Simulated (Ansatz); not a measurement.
Entries from a set of simulations; values are calculated unless marked as measured.

```
! title: A low-energy model for NaWO3 (cubic perovskite) (Pm-3m): bands, U and J
! method: DFT, LDA, plane waves, PAW (and 1 further level or step)
! program: Ansatz 0.2.0
! settings of one run: cutoff 420 eV, 6×6×6 k-mesh, smearing width 0.08 eV, default PAW, coordination {"W": "octahedral"}, magnetic state non-magnetic by constraint
! cost: 3 runs, 49 s in all on 4 threads of AMD EPYC 9R45, shared host (the runs of this entry)
! notes: The structure was built from a prototype and need not be the compound’s stable phase. This run has no spin polarisation although its electron count is odd. The structure was relaxed with LDA. The structure type comes from a generator and need not be one that this composition takes. Limits: no spin-orbit coupling. The bands cross the Fermi level under this constraint, which need not be the crystal’s state: magnetic order, correlation or a lattice distortion may open a gap. Spin-orbit coupling, which is strong for atoms this heavy, is left out.
! W t2g: U 3.09 eV, U′ 2.48 eV, J 0.28 eV, bare V 11.2 eV
! W t2g + anion p: U 6.14 eV, U′ 5.20 eV, J 0.48 eV, bare V 14.1 eV
! method: constrained RPA on non-magnetic LDA, 4×4×4 mesh, static; search for lower states off
CELL_PARAMETERS angstrom
0.00000 -3.84569 0.00000
0.00000 0.00000 3.84569
-3.84569 0.00000 0.00000
ATOMIC_POSITIONS crystal
Na 0.00000 0.00000 0.00000
W 0.50000 0.50000 0.50000
O 0.50000 0.50000 0.00000
O 0.50000 0.00000 0.50000
O 0.00000 0.50000 0.50000
```

[Paths, hosts, dates, memory and timing lines, banners, echoed tables and standing remarks are left out of the program output.]

[Logs are printed without paths, hosts, clocks, repeated set-up lines and the standing remarks that a program may print on its own settings, such as how far it seeks lower states.]

[Runs of the session that timed out or met a known fault of the program may be left out.]

[Hosts, paths, dates, database ids (printed as entryN), source tags and the programs' standing remarks are cut or masked in the printed files.]
